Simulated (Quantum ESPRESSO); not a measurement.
# Al(111), 5 layers against a metal electrode, stepped through the charge of the slab, part 3 of 4

Aim: how the results for Al(111), 5 layers against a metal electrode change with the charge of the slab.

Quantum ESPRESSO 7.5; plane-wave DFT, PBE, GBRV ultrasoft pseudopotentials.

So far. Step 2 (Relaxing cell and ions of the reference):  The last row is no step: it is a fresh SCF in the final cell with a new plane-wave basis, +0 meV from the row before. Step 3 (Relaxing the ions of the reference):  On the free atoms the largest force ends at 0.023 eV/Å.

**4. SCF with pw.x, 0 ×10¹³ e/cm²**

A run under open boundaries on these atoms gives the vacuum levels.

File m2.esm.in:

```
&control
  prefix = 'm2.esm'
  outdir = './out'
  pseudo_dir = './pseudo'
  calculation = 'scf'
  tprnfor = .true.
/
&system
  ibrav = 0
  nat = 5
  ntyp = 1
  ecutwfc = 40
  ecutrho = 200
  occupations = 'smearing'
  smearing = 'mv'
  degauss = 0.02
  assume_isolated = 'esm'
  esm_bc = 'bc3'
  tot_charge = 0.0
/
&electrons
  conv_thr = 1e-08
  mixing_beta = 0.25
  electron_maxstep = 160
  mixing_mode = 'local-TF'
  mixing_ndim = 12
/
ATOMIC_SPECIES
  Al  26.9815  al_pbe_v1.uspp.F.UPF
CELL_PARAMETERS angstrom
  2.85639309470453 0.00000000000000 0.00000000000000
  1.42819654735226 2.47370898320857 0.00000000000000
  0.00000000000000 0.00000000000000 24.29023653800280
ATOMIC_POSITIONS crystal
  Al  0.666666666700 0.666666666700 -0.130923229006
  Al  0.000000000000 0.000000000000 -0.033816703106
  Al  0.333333333300 0.333333333300 0.061753206794
  Al  0.666666666700 0.666666666700 0.157323116694
  Al  0.000000000000 0.000000000000 0.254429642594
K_POINTS automatic
  12 12 1 0 0 0
```

On the command line:

```
OMP_NUM_THREADS=1 mpirun -n 2 pw.x -nk 2 -in m2.esm.in > m2.esm.out
```

Log:

```text
[banner, memory and clock lines left out]
Program PWSCF v.7.5 starts
[citation notice left out]

[...]
Message from routine setup:
[...]
bravais-lattice index     =            0
     lattice parameter (alat)  =       5.3978  a.u.
     unit-cell volume          =    1158.2303 (a.u.)^3
     number of atoms/cell      =            5
     number of atomic types    =            1
     number of electrons       =        15.00
     number of Kohn-Sham states=           12
     kinetic-energy cutoff     =      40.0000  Ry
     charge density cutoff     =     200.0000  Ry
     scf convergence threshold =      1.0E-08
     mixing beta               =       0.2500
     number of iterations used =           12  local-TF  mixing
     Exchange-correlation= SLA  PW   PBE  PBE
                           (   1   4   3   4   0   0   0)

     Effective Screening Medium Method
     Boundary Conditions: Vacuum-Slab-Metal
     total charge in unit cell        =   0.0000
     grid points for fit at edges     =        4

[...]
PseudoPot. # 1 for Al read from file:
     ./pseudo/al_pbe_v1.uspp.F.UPF
     Pseudo is Ultrasoft + core correction, Zval =  3.0
     Generated by new atomic code, or converted to UPF format
     Using radial grid of  893 points,  3 beta functions with:
                l(1) =   0
                l(2) =   1
                l(3) =   2
     Q(r) pseudized with  8 coefficients,  rinner =    0.900   0.900   0.900
                                                       0.900   0.900

     atomic species   valence    mass     pseudopotential
     Al                3.00    26.98150     Al( 1.00)

      6 Sym. Ops. (no inversion) found

[...]
number of k points=    19  Marzari-Vanderbilt smearing, width (Ry)=  0.0200
[...]
Dense  grid:    55131 G-vectors     FFT dimensions: (  25,  25, 216)

     Smooth grid:    39473 G-vectors     FFT dimensions: (  24,  24, 192)

     Initial potential from superposition of free atoms

     starting charge      14.9877, renormalised to      15.0000

     negative rho (up, down):  1.166E-04 0.000E+00
     Starting wfcs are   20 randomized atomic wfcs

     per-process dynamical memory:    43.2 Mb

     Self-consistent Calculation

     iteration #  1     ecut=    40.00 Ry     beta= 0.25
     Davidson diagonalization with overlap
     ethr =  1.00E-02,  avg # of iterations =  5.2

     negative rho (up, down):  6.513E-06 0.000E+00

     total energy              =     -33.31252160 Ry
     estimated scf accuracy    <       0.19641387 Ry

     iteration #  2     ecut=    40.00 Ry     beta= 0.25
[...]
negative rho (up, down):  1.458E-03 0.000E+00

[...]
total energy              =     -33.49149971 Ry
     estimated scf accuracy    <       0.24150005 Ry

     iteration #  3     ecut=    40.00 Ry     beta= 0.25
[...]
total energy              =     -33.46160512 Ry
     estimated scf accuracy    <       0.36619581 Ry

     iteration #  4     ecut=    40.00 Ry     beta= 0.25
[...]
total energy              =     -33.46389185 Ry
     estimated scf accuracy    <       0.10639543 Ry

     iteration #  5     ecut=    40.00 Ry     beta= 0.25
[...]
negative rho (up, down):  3.440E-06 0.000E+00

[...]
total energy              =     -33.46556868 Ry
     estimated scf accuracy    <       0.03428219 Ry

     iteration #  6     ecut=    40.00 Ry     beta= 0.25
[...]
c_bands:  2 eigenvalues not converged
[...]
total energy              =     -33.47939936 Ry
     estimated scf accuracy    <       0.00857019 Ry

[...]
iteration # 45     ecut=    40.00 Ry     beta= 0.25
[...]
negative rho (up, down):  1.314E-04 0.000E+00

[...]
total energy              =     -33.48684762 Ry
     estimated scf accuracy    <       0.00000003 Ry

     iteration # 46     ecut=    40.00 Ry     beta= 0.25
[...]
negative rho (up, down):  1.359E-04 0.000E+00

[...]
total energy              =     -33.48684330 Ry
     estimated scf accuracy    <       0.00000001 Ry

     iteration # 47     ecut=    40.00 Ry     beta= 0.25
[...]
negative rho (up, down):  1.352E-04 0.000E+00

[...]
total energy              =     -33.48684198 Ry
     estimated scf accuracy    <       0.00000002 Ry

     iteration # 48     ecut=    40.00 Ry     beta= 0.25
[...]
negative rho (up, down):  1.323E-04 0.000E+00

[...]
End of self-consistent calculation

          k = 0.0000 0.0000 0.0000 (  5049 PWs)   bands (ev):

   -15.0410 -14.3115 -13.2076 -11.7125  -9.7680  -7.7331  -5.2860  -2.9307
    -1.0923  -0.0563   0.1392   1.8837

          k = 0.0000 0.0962 0.0000 (  5031 PWs)   bands (ev):

   -14.8732 -14.1442 -13.0412 -11.5473  -9.6035  -7.5745  -5.1289  -2.7764
    -0.9336   0.1062   0.3020   2.0234

[...]
the Fermi energy is    -4.1006 ev

!    total energy              =     -33.48684389 Ry
     estimated scf accuracy    <          9.2E-10 Ry
     smearing contrib. (-TS)   =      -0.00022500 Ry
     internal energy E=F+TS    =     -33.48661890 Ry

     The total energy is F=E-TS. E is the sum of the following terms:
     one-electron contribution =   -3672.33783508 Ry
     hartree contribution      =    1837.03778891 Ry
     xc contribution           =     -21.29846453 Ry
     ewald contribution        =    1823.11189181 Ry

     convergence has been achieved in  48 iterations

     negative rho (up, down):  1.323E-04 0.000E+00

     Forces acting on atoms (cartesian axes, Ry/au):

     atom    1 type  1   force =     0.00000000    0.00000000   -0.00060881
     atom    2 type  1   force =     0.00000000    0.00000000   -0.00084814
     atom    3 type  1   force =     0.00000000    0.00000000   -0.00001702
     atom    4 type  1   force =     0.00000000    0.00000000    0.00086156
     atom    5 type  1   force =     0.00000000    0.00000000    0.00061082

     Total force =     0.001485     Total SCF correction =     0.000030

[...]
```

It took 72 s on 2 MPI ranks of Arm Neoverse V1, shared host; peak memory 0.22 GiB.

Read from the output:

* Fermi energy: -4.101 eV
* vacuum line at the lower end of the cell, over the Fermi level: 4.102 eV
* slope of the potential above: 2.40e-4 eV/Å
* vacuum line at the upper end of the cell, over the Fermi level: 4.101 eV

Electrostatic potential energy of an electron; zero at the Fermi level. The potential energy, planar mean by z:

```csv
z (Å),"potential energy, planar mean (eV)"
-12.0,4.10
-11.5,4.10
-11.0,4.10
-10.5,4.10
-10.0,4.10
-9.5,4.10
-9.0,4.10
-8.5,4.10
-8.0,4.10
-7.5,4.10
-7.0,4.10
-6.5,4.09
-6.0,4.05
-5.5,3.94
-5.0,3.52
-4.5,2.13
-4.0,-2.20
-3.5,-11.2
-3.0,-13.2
-2.5,-4.60
-2.0,-0.412
-1.5,-4.50
-1.0,-13.2
-0.5,-11.2
0.0,-2.49
0.5,-1.05
1.0,-7.89
1.5,-14.2
2.0,-7.78
2.5,-1.02
3.0,-2.53
3.5,-11.1
4.0,-13.2
4.5,-4.54
5.0,-0.432
5.5,-4.55
6.0,-13.2
6.5,-11.1
7.0,-2.11
7.5,2.14
8.0,3.53
8.5,3.93
9.0,4.05
9.5,4.09
10.0,4.10
10.5,4.10
11.0,4.10
11.5,4.10
12.0,4.10
```

Inside the slab this potential holds the local part of the pseudopotentials, which can be repulsive at the nuclei; only its value in the vacuum has a meaning of its own.

**5. Self-consistent run, 1 ×10¹³ e/cm²**

m3.esm.in, as its differences from the input of step 4:

```diff
@@ -1,3 +1,3 @@
 &control
-  prefix = 'm2.esm'
+  prefix = 'm3.esm'
   outdir = './out'
@@ -18,3 +18,3 @@
   esm_bc = 'bc3'
-  tot_charge = 0.0
+  tot_charge = 0.0071
 /
@@ -26,2 +26,3 @@
   mixing_ndim = 12
+  startingpot = 'file'
 /
```

On the command line:

```
cp -r out/m2.esm.save out/m3.esm.save
OMP_NUM_THREADS=1 mpirun -n 2 pw.x -nk 2 -in m3.esm.in > m3.esm.out
```

Log:

```text
[banner, memory and clock lines left out]
Program PWSCF v.7.5 starts
[...]
Message from routine setup:
[...]
number of electrons       =        14.99
     number of Kohn-Sham states=           11
     kinetic-energy cutoff     =      40.0000  Ry
     charge density cutoff     =     200.0000  Ry
[...]
number of k points=    19  Marzari-Vanderbilt smearing, width (Ry)=  0.0200
[...]
Dense  grid:    55131 G-vectors     FFT dimensions: (  25,  25, 216)
[...]
The initial density is read from file :
[...]
negative rho (up, down):  1.323E-04 0.000E+00
     Starting wfcs are   20 randomized atomic wfcs
[...]
negative rho (up, down):  1.295E-04 0.000E+00
[...]
estimated scf accuracy    <       0.37849010 Ry
[...]
negative rho (up, down):  2.361E-04 0.000E+00
[...]
estimated scf accuracy    <       0.17400267 Ry
[...]
negative rho (up, down):  5.860E-05 0.000E+00
[...]
estimated scf accuracy    <       0.00316503 Ry
[...]
negative rho (up, down):  5.003E-05 0.000E+00
[...]
estimated scf accuracy    <       0.00783356 Ry
[...]
negative rho (up, down):  3.170E-05 0.000E+00
[...]
estimated scf accuracy    <       0.00104017 Ry
[...]
negative rho (up, down):  7.166E-05 0.000E+00
[...]
estimated scf accuracy    <       0.00134133 Ry
[...]
negative rho (up, down):  1.616E-05 0.000E+00
[...]
estimated scf accuracy    <       0.00193135 Ry
[...]
negative rho (up, down):  9.993E-06 0.000E+00
[...]
estimated scf accuracy    <       0.00195348 Ry
[...]
negative rho (up, down):  7.481E-06 0.000E+00
[...]
estimated scf accuracy    <       0.00348776 Ry
[...]
negative rho (up, down):  2.928E-05 0.000E+00
[...]
estimated scf accuracy    <       0.00541216 Ry
[...]
negative rho (up, down):  5.073E-05 0.000E+00
[...]
estimated scf accuracy    <       0.01227693 Ry
[...]
negative rho (up, down):  5.447E-05 0.000E+00
[...]
estimated scf accuracy    <       0.02387374 Ry
[...]
negative rho (up, down):  1.304E-04 0.000E+00
[...]
estimated scf accuracy    <       0.00001219 Ry
[...]
negative rho (up, down):  1.313E-04 0.000E+00
[...]
estimated scf accuracy    <       0.00000260 Ry
[...]
negative rho (up, down):  1.319E-04 0.000E+00
[...]
estimated scf accuracy    <       0.00000151 Ry
[...]
negative rho (up, down):  1.350E-04 0.000E+00
[...]
estimated scf accuracy    <       0.00000159 Ry
[...]
negative rho (up, down):  1.295E-04 0.000E+00
[...]
estimated scf accuracy    <       0.00000004 Ry
[...]
negative rho (up, down):  1.329E-04 0.000E+00
[...]
estimated scf accuracy    <       0.00000006 Ry
[...]
negative rho (up, down):  1.333E-04 0.000E+00
[...]
estimated scf accuracy    <       0.00000036 Ry
[...]
negative rho (up, down):  1.358E-04 0.000E+00
[...]
estimated scf accuracy    <       0.00000010 Ry
[...]
negative rho (up, down):  1.349E-04 0.000E+00
[...]
estimated scf accuracy    <       0.00000001 Ry
[...]
negative rho (up, down):  1.366E-04 0.000E+00
[...]
the Fermi energy is    -4.8735 ev
!    total energy              =     -33.48448964 Ry
     estimated scf accuracy    <          4.0E-09 Ry
     smearing contrib. (-TS)   =      -0.00023867 Ry
     internal energy E=F+TS    =     -33.48425097 Ry
[...]
one-electron contribution =   -3671.48662486 Ry
     hartree contribution      =    1836.18613528 Ry
     xc contribution           =     -21.29565320 Ry
     ewald contribution        =    1823.11189181 Ry
     convergence has been achieved in  51 iterations
     negative rho (up, down):  1.366E-04 0.000E+00
[...]
Total force =     0.001443     Total SCF correction =     0.000039
[...]
```

Elapsed: 85 s, on 2 MPI ranks; peak memory 0.22 GiB; 2.8 min of CPU time.

Read from the output:

| Property | Result |
| --- | --- |
| Fermi energy | -4.873 eV |
| vacuum line at the lower end of the cell, over the Fermi level | 4.101 eV |
| slope of the potential above | 0.1820 eV/Å |
| vacuum line at the upper end of the cell, over the Fermi level | 4.874 eV |

Inside the slab this potential holds the local part of the pseudopotentials, which can be repulsive at the nuclei; only its value in the vacuum has a meaning of its own.

**6. Ground state, -1.5 ×10¹³ e/cm²**

m1.esm.in, as its differences from the input of step 5:

```diff
@@ -1,3 +1,3 @@
 &control
-  prefix = 'm3.esm'
+  prefix = 'm1.esm'
   outdir = './out'
@@ -18,3 +18,3 @@
   esm_bc = 'bc3'
-  tot_charge = 0.0071
+  tot_charge = -0.01065
 /
```

On the command line:

```
cp -r out/m2.esm.save out/m1.esm.save
OMP_NUM_THREADS=1 mpirun -n 2 pw.x -nk 2 -in m1.esm.in > m1.esm.out
```

Log:

```text
[banner, memory and clock lines left out]
Program PWSCF v.7.5 starts
[...]
Message from routine setup:
[...]
number of electrons       =        15.01
     number of Kohn-Sham states=           12
     kinetic-energy cutoff     =      40.0000  Ry
     charge density cutoff     =     200.0000  Ry
[...]
number of k points=    19  Marzari-Vanderbilt smearing, width (Ry)=  0.0200
[...]
Dense  grid:    55131 G-vectors     FFT dimensions: (  25,  25, 216)
[...]
The initial density is read from file :
[...]
negative rho (up, down):  1.324E-04 0.000E+00
     Starting wfcs are   20 randomized atomic wfcs
[...]
negative rho (up, down):  5.094E-04 0.000E+00
[...]
estimated scf accuracy    <       0.90820050 Ry
[...]
negative rho (up, down):  2.233E-03 0.000E+00
[...]
estimated scf accuracy    <       0.36235878 Ry
[...]
negative rho (up, down):  2.717E-03 0.000E+00
[...]
estimated scf accuracy    <       0.00456286 Ry
[...]
negative rho (up, down):  3.147E-03 0.000E+00
[...]
estimated scf accuracy    <       0.00314955 Ry
[...]
negative rho (up, down):  2.989E-03 0.000E+00
[...]
estimated scf accuracy    <       0.00015997 Ry
[...]
negative rho (up, down):  2.340E-03 0.000E+00
[...]
estimated scf accuracy    <       0.00013071 Ry
[...]
negative rho (up, down):  1.420E-03 0.000E+00
[...]
estimated scf accuracy    <       0.00009398 Ry
[...]
negative rho (up, down):  1.117E-03 0.000E+00
[...]
estimated scf accuracy    <       0.00032444 Ry
[...]
negative rho (up, down):  8.618E-04 0.000E+00
[...]
estimated scf accuracy    <       0.00005130 Ry
[...]
negative rho (up, down):  8.486E-04 0.000E+00
[...]
estimated scf accuracy    <       0.00008411 Ry
[...]
negative rho (up, down):  2.442E-04 0.000E+00
[...]
estimated scf accuracy    <       0.00007458 Ry
[...]
negative rho (up, down):  1.379E-04 0.000E+00
[...]
estimated scf accuracy    <       0.00000818 Ry
[...]
negative rho (up, down):  1.359E-04 0.000E+00
[...]
estimated scf accuracy    <       0.00000336 Ry
[...]
negative rho (up, down):  1.353E-04 0.000E+00
[...]
estimated scf accuracy    <       0.00000364 Ry
[...]
negative rho (up, down):  1.190E-04 0.000E+00
[...]
estimated scf accuracy    <       0.00000283 Ry
[...]
negative rho (up, down):  1.216E-04 0.000E+00
[...]
estimated scf accuracy    <       0.00000099 Ry
[...]
negative rho (up, down):  1.223E-04 0.000E+00
[...]
estimated scf accuracy    <       0.00000053 Ry
[...]
negative rho (up, down):  1.265E-04 0.000E+00
[...]
estimated scf accuracy    <       0.00000035 Ry
[...]
negative rho (up, down):  1.262E-04 0.000E+00
[...]
estimated scf accuracy    <       0.00000004 Ry
[...]
negative rho (up, down):  1.262E-04 0.000E+00
[...]
estimated scf accuracy    <       0.00000005 Ry
[...]
negative rho (up, down):  1.272E-04 0.000E+00
[...]
estimated scf accuracy    <       0.00000005 Ry
[...]
negative rho (up, down):  1.274E-04 0.000E+00
[...]
estimated scf accuracy    <       0.00000013 Ry
[...]
negative rho (up, down):  1.273E-04 0.000E+00
[...]
estimated scf accuracy    <       0.00000012 Ry
[...]
negative rho (up, down):  1.270E-04 0.000E+00
[...]
estimated scf accuracy    <       0.00000010 Ry
[...]
negative rho (up, down):  1.258E-04 0.000E+00
[...]
estimated scf accuracy    <       0.00000009 Ry
[...]
negative rho (up, down):  1.236E-04 0.000E+00
[...]
estimated scf accuracy    <       0.00000005 Ry
[...]
negative rho (up, down):  1.244E-04 0.000E+00
[...]
estimated scf accuracy    <       0.00000001 Ry
[...]
negative rho (up, down):  1.246E-04 0.000E+00
[...]
the Fermi energy is    -2.9601 ev
!    total energy              =     -33.48964138 Ry
     estimated scf accuracy    <          5.3E-09 Ry
     smearing contrib. (-TS)   =      -0.00019798 Ry
     internal energy E=F+TS    =     -33.48944340 Ry
[...]
one-electron contribution =   -3673.59275260 Ry
     hartree contribution      =    1838.29396981 Ry
     xc contribution           =     -21.30255242 Ry
     ewald contribution        =    1823.11189181 Ry
     convergence has been achieved in  28 iterations
     negative rho (up, down):  1.246E-04 0.000E+00
[...]
Total force =     0.001601     Total SCF correction =     0.000092
[...]
```

Run time: 62 s. Hardware: 2 MPI ranks; peak memory 0.22 GiB; 2.1 min of CPU time.

Numbers from this step:

* Fermi energy: -2.960 eV
* vacuum line at the lower end of the cell, over the Fermi level: 4.102 eV
* slope of the potential above: -0.2724 eV/Å
* vacuum line at the upper end of the cell, over the Fermi level: 2.960 eV

Inside the slab this potential holds the local part of the pseudopotentials, which can be repulsive at the nuclei; only its value in the vacuum has a meaning of its own.

(Part 3 of 4 ends here.)

[Logs are printed without paths, hosts, clocks, repeated set-up lines and the standing remarks that a program may print on its own settings, such as how far it seeks lower states.]

[Hosts, paths, dates, database ids (printed as entryN), source tags and the programs' standing remarks are cut or masked in the printed files.]

[Maps of the electrostatic potential energy from Ansatz leave out the sawtooth potential of an applied field or a dipole correction, so their vacuum need not be flat; planar profiles and work functions include it.]
